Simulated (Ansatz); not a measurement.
# CH2 on Rh(111), ontop start, 2x2 cell: work function, bands and core levels, part 2 of 4

Aim: how the adsorbate changes the work function, the valence spectrum and the core levels in CH2 on Rh(111), ontop start, 2x2 cell.

Ansatz 0.2.0; DFT, PBE, plane-wave PAW, scalar-relativistic; PAW set soft_1.

So far, work function, upper face (eV): step 2 (the clean face) 5.14.

## (3) Relaxation

System of this step: H2Rh16C. The cell holds 19 atoms: 2 H, 1 C and 16 Rh. Cell: a = 5.416 Å, b = 5.416 Å, c = 24.204 Å, α = 90.0°, β = 90.0°, γ = 60.0°. It derives from Rh. How the cell was made: adsorbate; added: CH2; site: ontop; coverage 0.25 monolayer; cell: 2x2; on one face. Regions: ad, 3 atoms (2 H and 1 C); L1, 4 atoms (4 Rh); L2, 4 atoms (4 Rh); L3, 4 atoms (4 Rh); rest, 4 atoms (4 Rh). Vacuum lies along c.

Levels and vacuum steps follow bond lengths, so the atoms are relaxed first. 8 atoms are held to stand for the bulk. A dipole correction cancels the field between unlike faces.

File input.yaml:

```yaml
crystal:
  lattice:
    - [5.4164379439, 0.0, 0.0]
    - [2.7082189719, 4.6907728574, 0.0]
    - [0.0, 0.0, 24.203754593]
  atoms:
    - { symbol: H, position: [0.16727287, 0.0, 0.69013072] }
    - { symbol: H, position: [0.835700224, 0.0, 0.69013072] }
    - { symbol: C, position: [0.002596307, 0.0, 0.66451486] }
    - { symbol: Rh, position: [0.0, 0.0, 0.583948847] }
    - { symbol: Rh, position: [0.5, 0.0, 0.583948847] }
    - { symbol: Rh, position: [0.0, 0.5, 0.583948847] }
    - { symbol: Rh, position: [0.5, 0.5, 0.583948847] }
    - { symbol: Rh, position: [0.833333333, 0.333333333, 0.492588991] }
    - { symbol: Rh, position: [0.333333333, 0.333333333, 0.492588991] }
    - { symbol: Rh, position: [0.833333333, 0.833333333, 0.492588991] }
    - { symbol: Rh, position: [0.333333333, 0.833333333, 0.492588991] }
    - { symbol: Rh, position: [0.166666667, 0.166666667, 0.401229135] }
    - { symbol: Rh, position: [0.666666667, 0.166666667, 0.401229135] }
    - { symbol: Rh, position: [0.166666667, 0.666666667, 0.401229135] }
    - { symbol: Rh, position: [0.666666667, 0.666666667, 0.401229135] }
    - { symbol: Rh, position: [0.0, 0.0, 0.30986928] }
    - { symbol: Rh, position: [0.5, 0.0, 0.30986928] }
    - { symbol: Rh, position: [0.0, 0.5, 0.30986928] }
    - { symbol: Rh, position: [0.5, 0.5, 0.30986928] }
kpoints:
  mp_grid: { grid: [6, 6, 1] }
scf:
  occupations: { method: fermi_dirac, width: 0.05 }
  n_extra_bands: 15
hamiltonian:
  xc: pbe
  pseudopotentials: { kind: paw, azcp: { folder: soft_1 } }
output:
  forces: true
  write_potential: true
  volumetric_format: []
efield:
  axis: 3
  dipole_correction: true
relax:
  f_tol: 0.03
  max_steps: 45
  constraints: [{ sites: [11, 12, 13, 14, 15, 16, 17, 18] }]
```

Launch:

```console
> ansatz run input.yaml --threads 8 --pin off --max-ram 40960MiB --backend cuda --events-out ev --progress --plain --runs-dir out
```

Numbers of over 12 decimals in the logs are rounded to 6 here.

Output:

```text
[...]
concurrent solve slots: 7 of 8 are kept, ahead of what memory takes: no pass of the eigensolver takes more rounds on 7
[...]
Crystal: 19 atoms, lattice volume = 614.952 Å³
Basis set: ecut = 420 eV, 11967 PW (Γ), exchange–correlation on 80×80×324 points (8 copies of the dense FFT grid, shifted against one another)
Bands: 154, of which v1, the nominal top of the filled ones, is band 139 counted from 1 (138 counted from 0)
Symmetry: 1 space group operations
[...]
k-points: 20 of 36 (time reversal used)
[...]
SCF iter   1: F=—  HF=-102732.315556 eV  |F-HF|=—  |Δ(HF+E_count)|=         —  Δρ=7.53e-2  dr2=4.70e1  ethr=3.10e-3  p=0.000 e·Å  D=3.08e-6 V/Å  ΔV_dip=-0.00 eV  dr2_dipole=4.88e0  V_vac-E_F(+/−)=5.81/5.81 eV  ⟨swp⟩=7.3  Hψ=12918  notcnv=0
[...]
SCF iter   2: F=—  HF=-102735.242258 eV  |F-HF|=—  |Δ(HF+E_count)|=    2.93e0  Δρ=8.33e-2  dr2=4.50e1  ethr=3.10e-3  p=0.189 e·Å  D=5.56e-2 V/Å  ΔV_dip=-1.35 eV  dr2_dipole=7.08e-1  V_vac-E_F(+/−)=3.88/5.23 eV  ⟨swp⟩=4.0  Hψ=8673  notcnv=0
[...]
SCF iter   9: F=-102722.480755 eV  HF=-102722.480754 eV  |F-HF|=9.27e-7  |Δ(HF+E_count)|=   3.04e-5  Δρ=1.80e-5  dr2=3.15e-6  ethr=8.09e-9  p=0.140 e·Å  D=4.12e-2 V/Å  ΔV_dip=-1.00 eV  dr2_dipole=9.43e-8  V_vac-E_F(+/−)=4.17/5.17 eV  ⟨swp⟩=12.3  Hψ=32540  notcnv=0
SCF 1 converged in 9 iterations: F = -102722.480755 eV  dr2 = 3.15e-6
[...]
relax step   1: F+E_penalty+E_count = -102722.48075480 eV  Δ(F+E_penalty+E_count) = +0.000e0 eV  max|allowed force component| = 1.859e0 eV/Å  Δτ_max = 0.0000 Å  (9 SCF iters, dr2 threshold 2.25e-5 eV, accepted)
[...]
SCF 2 converged in 6 iterations: F = -102722.610023 eV  dr2 = 4.50e-5
[...]
relax step   4: F+E_penalty+E_count = -102722.65019585 eV  Δ(F+E_penalty+E_count) = -4.017e-2 eV  max|allowed force component| = 4.173e-1 eV/Å  Δτ_max = 0.0975 Å  (8 SCF iters, accepted)
[...]
SCF 7 converged in 7 iterations: F = -102722.660432 eV  dr2 = 3.00e-8
[...]
relax step   9: F+E_penalty+E_count = -102722.66114861 eV  Δ(F+E_penalty+E_count) = -7.170e-4 eV  max|allowed force component| = 2.147e-2 eV/Å  Δτ_max = 0.0149 Å  (6 SCF iters, accepted)
[...]
relax step  14: F+E_penalty+E_count = -102722.71170882 eV  Δ(F+E_penalty+E_count) = -2.769e-2 eV  max|allowed force component| = 4.123e-1 eV/Å  Δτ_max = 0.1752 Å  (6 SCF iters, dr2 threshold 1.00e-4 eV, accepted)
[...]
relax step  19: F+E_penalty+E_count = -102723.28158441 eV  Δ(F+E_penalty+E_count) = -1.287e-1 eV  max|allowed force component| = 7.025e-1 eV/Å  Δτ_max = 0.1952 Å  (6 SCF iters, dr2 threshold 1.00e-4 eV, accepted)
[...]
SCF 22 converged in 6 iterations: F = -102723.391543 eV  dr2 = 9.26e-7
[...]
relax step  24: F+E_penalty+E_count = -102723.45736006 eV  Δ(F+E_penalty+E_count) = -3.214e-2 eV  max|allowed force component| = 2.530e-1 eV/Å  Δτ_max = 0.1968 Å  (5 SCF iters, dr2 threshold 1.00e-4 eV, accepted)
[...]
SCF 27 converged in 4 iterations: F = -102723.462108 eV  dr2 = 2.04e-8
[...]
--- Relaxed structure (27 steps of the walk, 25 accepted, 0 SCFs on fresh bases) ---
  F+E_penalty+E_count = -102723.46210812 eV   max|allowed force component| = 7.538e-3 eV/Å
  atoms:
    - { symbol: H, position: [0.391796, -0.445320, 0.655534] }
    - { symbol: H, position: [1.038035, -0.268676, 0.680300] }
    - { symbol: C, position: [0.153020, -0.326311, 0.640627] }
    - { symbol: Rh, position: [0.014664, -0.00728226, 0.584493] }
    - { symbol: Rh, position: [0.509454, -0.00471958, 0.580806] }
    - { symbol: Rh, position: [0.014796, 0.492625, 0.584543] }
    - { symbol: Rh, position: [0.522360, 0.488884, 0.582613] }
    - { symbol: Rh, position: [0.828676, 0.335561, 0.491201] }
    - { symbol: Rh, position: [0.334504, 0.331127, 0.490863] }
    - { symbol: Rh, position: [0.835982, 0.831891, 0.491154] }
    - { symbol: Rh, position: [0.334519, 0.834120, 0.490854] }
    - { symbol: Rh, position: [0.166667, 0.166667, 0.401229] }
    - { symbol: Rh, position: [0.666667, 0.166667, 0.401229] }
    - { symbol: Rh, position: [0.166667, 0.666667, 0.401229] }
    - { symbol: Rh, position: [0.666667, 0.666667, 0.401229] }
    - { symbol: Rh, position: [0.0, 0.0, 0.309869] }
    - { symbol: Rh, position: [0.5, 0.0, 0.309869] }
    - { symbol: Rh, position: [0.0, 0.500000, 0.309869] }
    - { symbol: Rh, position: [0.5, 0.500000, 0.309869] }
```

Wall time 25 s (1 × NVIDIA GB200 with 8 threads of Arm Neoverse V2, shared host); peak memory 1.4 GiB; 99 s of CPU time.

Step by step (22 of 27):

| step | energy less that of the first step (eV) | largest force component (eV/Å) |
| --- | --- | --- |
| 1 | 0.0000 | 1.8592 |
| 2 | -0.1293 | 1.0074 |
| 3 | -0.0294 | 1.5297 |
| 5 | -0.1773 | 0.2210 |
| 6 | -0.1793 | 0.0662 |
| 7 | -0.1797 | 0.0790 |
| 8 | -0.1787 | 0.1644 |
| 10 | -0.1808 | 0.0391 |
| 11 | -0.1840 | 0.1710 |
| 12 | -0.1901 | 0.2367 |
| 13 | -0.2033 | 0.3193 |
| 15 | -0.2876 | 0.4764 |
| 16 | -0.3816 | 0.5457 |
| 17 | -0.5155 | 0.6053 |
| 18 | -0.6721 | 0.5751 |
| 20 | -0.8272 | 1.2557 |
| 21 | -0.8956 | 0.1956 |
| 22 | -0.9108 | 0.3806 |
| 23 | -0.9445 | 0.5804 |
| 25 | -0.9788 | 0.1743 |
| 26 | -0.9814 | 0.0071 |
| 27 | -0.9814 | 0.0075 |

Relaxation steps 3, 8 were tried and not accepted.

The atoms that moved most (Å):

| atom | dx | dy | dz | length |
| --- | --- | --- | --- | --- |
| H1 | 0.010 | -2.089 | -0.837 | 2.251 |
| C3 | -0.069 | -1.531 | -0.578 | 1.638 |
| H2 | 0.368 | -1.260 | -0.238 | 1.334 |
| Rh7 | 0.091 | -0.052 | -0.032 | 0.110 |
| Rh5 | 0.038 | -0.022 | -0.076 | 0.088 |
| Rh6 | 0.060 | -0.035 | 0.014 | 0.071 |
| Rh4 | 0.060 | -0.034 | 0.013 | 0.070 |
| Rh9 | 0.000 | -0.010 | -0.042 | 0.043 |

This step gave:

```
free energy               : -102723.4621 eV
energy at zero smearing   : -102723.3492 eV
smearing term TS          : 0.2258 eV
Fermi energy              : 5.229 eV
symmetry operations       : 1
work function, upper face : 4.272 eV
work function, lower face : 5.155 eV
```

The relaxation ends 52 meV an atom lower, with a largest force component of 0.0075 eV/Å on the free atoms. Between step 2 and this run (19 atoms) the value for the work function, upper face moves from 5.14 eV to 4.27 eV (-17 %).

## (4) Layer-resolved bands, DOS and potential

This is the main run. States are solved along the surface zone's path and weighed by where they lie along the normal, since photoemission sees the top layers. The cell holds 4 small cells, so the bands are unfolded.

File input.yaml:

```yaml
crystal:
  lattice:
    - [5.4164379439, 0.0, 0.0]
    - [2.7082189719, 4.6907728574, 0.0]
    - [0.0, 0.0, 24.203754593]
  atoms:
    - { symbol: H, position: [0.3917964973, -0.4453201167, 0.6555339518] }
    - { symbol: H, position: [1.0380353012, -0.2686762802, 0.6803003443] }
    - { symbol: C, position: [0.1530198245, -0.3263110816, 0.6406268792] }
    - { symbol: Rh, position: [0.0146638365, -0.0072822565, 0.5844927076] }
    - { symbol: Rh, position: [0.5094544561, -0.004719585, 0.5808055303] }
    - { symbol: Rh, position: [0.0147958173, 0.4926249174, 0.584542734] }
    - { symbol: Rh, position: [0.5223603274, 0.4888837026, 0.582612648] }
    - { symbol: Rh, position: [0.8286761837, 0.3355605217, 0.4912013902] }
    - { symbol: Rh, position: [0.3345039615, 0.331126864, 0.4908632269] }
    - { symbol: Rh, position: [0.8359816271, 0.8318905164, 0.4911536044] }
    - { symbol: Rh, position: [0.3345188538, 0.8341205, 0.4908540457] }
    - { symbol: Rh, position: [0.166666667, 0.166666667, 0.401229135] }
    - { symbol: Rh, position: [0.666666667, 0.166666667, 0.401229135] }
    - { symbol: Rh, position: [0.166666667, 0.666666667, 0.401229135] }
    - { symbol: Rh, position: [0.666666667, 0.666666667, 0.401229135] }
    - { symbol: Rh, position: [0.0, 0.0, 0.30986928] }
    - { symbol: Rh, position: [0.5, 0.0, 0.30986928] }
    - { symbol: Rh, position: [0.0, 0.5, 0.30986928] }
    - { symbol: Rh, position: [0.5, 0.5, 0.30986928] }
kpoints:
  mp_grid: { grid: [12, 12, 1] }
scf:
  occupations: { method: fermi_dirac, width: 0.05 }
  n_extra_bands: 17
hamiltonian:
  xc: pbe
  pseudopotentials: { kind: paw, azcp: { folder: soft_1 } }
output:
  forces: true
  write_potential: true
  volumetric_format: []
  dos:
    projected:
      site_lists:
        adsorbate: [0, 1, 2]
        layer_1: [3, 4, 5, 6]
        layer_2: [7, 8, 9, 10]
        layer_3: [11, 12, 13, 14]
        other_layers: [15, 16, 17, 18]
    de: 0.05
    e_range: [-30, 12]
    method: { smearing: { sigma: 0.15, scheme: gaussian } }
  eigenstates:
    kpoints:
      - [0.33333333, -0.33333333, 0.0]
      - [0.25, -0.375, 0.0]
      - [0.16666667, -0.41666667, 0.0]
      - [0.08333333, -0.45833333, 0.0]
      - [0.0, 0.5, 0.0]
      - [-0.08333333, 0.45833333, 0.0]
      # [... 29 more points ...]
      - [0.25, 0.5, 0.0]
      - [0.29166667, -0.41666667, 0.0]
    e_range: [-8.0, 4.0]
    unfold:
      supercell_matrix: [[2, 0, 0], [0, 2, 0], [0, 0, 1]]
      layers:
        axis: 3
        edges: [0.144606, 0.423635, 0.423735, 0.574489, 0.574589, 0.845562]
efield:
  axis: 3
  dipole_correction: true
```

Output:

```text
[...]
Crystal: 19 atoms, lattice volume = 614.952 Å³
Basis set: ecut = 420 eV, 11967 PW (Γ), exchange–correlation on 80×80×324 points (8 copies of the dense FFT grid, shifted against one another)
Bands: 156, of which v1, the nominal top of the filled ones, is band 139 counted from 1 (138 counted from 0)
Symmetry: 1 space group operations
[...]
k-points: 74 of 144 (time reversal used)
[...]
SCF iter   1: F=—  HF=-102732.908870 eV  |F-HF|=—  |Δ(HF+E_count)|=         —  Δρ=7.25e-2  dr2=3.91e1  ethr=3.10e-3  p=-0.000 e·Å  D=-7.19e-7 V/Å  ΔV_dip=0.00 eV  dr2_dipole=2.54e0  V_vac-E_F(+/−)=5.81/5.81 eV  ⟨swp⟩=7.7  Hψ=48016  notcnv=0
[...]
SCF iter   6: F=—  HF=-102723.473255 eV  |F-HF|=—  |Δ(HF+E_count)|=   1.52e-3  Δρ=4.42e-4  dr2=3.07e-3  ethr=4.40e-6  p=0.128 e·Å  D=3.76e-2 V/Å  ΔV_dip=-0.91 eV  dr2_dipole=2.64e-5  V_vac-E_F(+/−)=4.27/5.18 eV  ⟨swp⟩=2.7  Hψ=19229  notcnv=0  defer=17
[...]
SCF 1 converged in 12 iterations: F = -102723.470875 eV  dr2 = 6.48e-8
[...]
SCF converged after 12 iterations
[...]
```

Elapsed: 11 s, on 1 × NVIDIA GB200 with 8 threads; peak memory 4.7 GiB; 43 s of CPU time.

This step gave:

- free energy: -102723.4709 eV
- energy at zero smearing: -102723.3540 eV
- smearing term TS: 0.2337 eV
- Fermi energy: 5.227 eV
- share of occupied states in no projected shell: 0.0111 of the occupied states in the window
- DOS at the Fermi level: 27.99 states/eV/cell
- work function, upper face: 4.264 eV
- work function, lower face: 5.156 eV

A(k,E), total over k along the path and E. Zero: Fermi level.

Ten even steps from '_' (0.1 eV⁻¹) to '@' (10.2 eV⁻¹), each cell a mean:
```
__________..______________..______________....::____________
____..::..::..__..____........____....__..========::..______
::--::::::----....::::::==--::::::::::::++++++========----::
--::::....::==--::..::--------::::..::==**==----------------
............--==------==::----::::::==++----::..::--::::....
::::--------::----::====++====------====::..__....::::::::::
==--::::::::::--======--::::--======----............::::::==
....::::::::::==++==....::....::++====--::::----::....--::..
----====------------====--========++--::::::......::::..----
------::----::--==##%%##****##%%**++==----::......::--------
==--------==++====--++%%@@@@**==--::----::::::::::::::--====
::::::::----------====::::::--==--::::::::::::::::......::::
==--====----::----::__________..::::::::..____....::::----==
======----====--..______________..--::::::........::--======
++==------------::..____________..::::::::::....::::::--==++
....::------....::::..______..::::::::::::::::::::::----::..
____________....__..::::::::::::..__..----==----====::______
________________..__..........____..______..::::::..________
________________....____..______..__________________________
__________________....______....____________________________
____________________..........______________________________
________________________..__________________________________
```
Columns: k along the path (Å⁻¹) from 0 to 3.66; rows upwards: E (eV) from -7.7 to 1.40.

A(k,E), top over k along the path and E. Zero: Fermi level.

Values in eV⁻¹, 12 rows by 16 columns, each cell a mean:
```
0.15 0.23 0.35 0.24 0.18 0.22 0.24 0.24 0.13 0.15 0.13 0.52 0.80 0.35 0.14 0.13
0.38 0.38 0.44 0.52 0.28 0.36 0.57 0.44 0.37 0.29 0.63 0.98 0.67 0.77 0.53 0.39
0.44 0.37 0.37 0.70 0.64 0.65 0.74 0.75 0.54 0.69 0.99 0.59 0.44 0.64 0.53 0.46
0.58 0.55 0.48 0.51 0.85 0.65 0.47 0.52 0.73 0.87 0.61 0.29 0.29 0.35 0.61 0.56
0.56 0.70 0.63 0.57 0.74 0.91 0.84 0.87 0.99 0.83 0.50 0.43 0.40 0.40 0.51 0.61
1.03 0.74 0.81 0.82 0.87 1.01 1.21 1.12 0.88 0.66 0.47 0.29 0.24 0.35 0.59 0.97
0.43 0.56 0.62 0.69 0.56 0.47 0.36 0.41 0.50 0.47 0.43 0.46 0.49 0.43 0.45 0.44
0.44 0.42 0.39 0.40 0.37 0.15 0.10 0.10 0.23 0.43 0.45 0.36 0.28 0.42 0.51 0.44
0.17 0.21 0.22 0.18 0.21 0.33 0.27 0.30 0.29 0.18 0.27 0.39 0.45 0.37 0.23 0.16
0.23 0.26 0.27 0.26 0.16 0.13 0.20 0.17 0.10 0.11 0.12 0.15 0.19 0.15 0.20 0.24
0.26 0.26 0.26 0.26 0.35 0.36 0.33 0.35 0.39 0.42 0.43 0.47 0.48 0.47 0.34 0.26
0.10 0.11 0.11 0.10 0.11 0.16 0.19 0.18 0.14 0.14 0.18 0.19 0.19 0.17 0.13 0.10
```
Columns: k along the path (Å⁻¹) from 0 to 3.66; rows upwards: E (eV) from -7.7 to 1.40.

A(k,E), middle over k along the path and E. Zero: Fermi level.

Ten even steps from '_' (0.02 eV⁻¹) to '@' (4.64 eV⁻¹), each cell a mean:
```
__________________________________________....______________
____........____________..______________..::----::....______
::::::..::::::..........::::....::......--====--------::::::
::::........--::......::::::::........::==--::::::--::::::::
......____..::::::::::::::::::....::::==::::........::......
....::::::::::::::::::--++==--::::::----....______....::::..
==--::......::::::----::::::----::::--::................::==
......::....::--==::............----::::..::::::::..........
__....::::::::::--::::::..::::::----::....::......::......__
..............::--****==--==++**++==------::........--::....
--::::::::----::::::==%%@@@@**--::::::--::::::::::::::::----
......::::::::::::====::::::--==--::::....::::::::..__......
----====--::::----::__________..::::::....______....::::----
====------====--..______________..::::..............::--====
**==------------::..____________....::................--++**
..::--====--::..::....______......::::::::........::==--::..
____________....__................__::--============::______
______________....__............__....____..::::::..________
________________....____....____..__________________________
__________________....________..____________________________
____________________..........______________________________
________________________....________________________________
```
Columns: k along the path (Å⁻¹) from 0 to 3.66; rows upwards: E (eV) from -7.7 to 1.40.

(Part 2 of 4 ends here.)

[Logs are printed without paths, hosts, clocks, repeated set-up lines and the standing remarks that a program may print on its own settings, such as how far it seeks lower states.]

[Hosts, paths, dates, database ids (printed as entryN), source tags and the programs' standing remarks are cut or masked in the printed files.]

[Maps of the electrostatic potential energy from Ansatz leave out the sawtooth potential of an applied field or a dipole correction, so their vacuum need not be flat; work functions include it.]
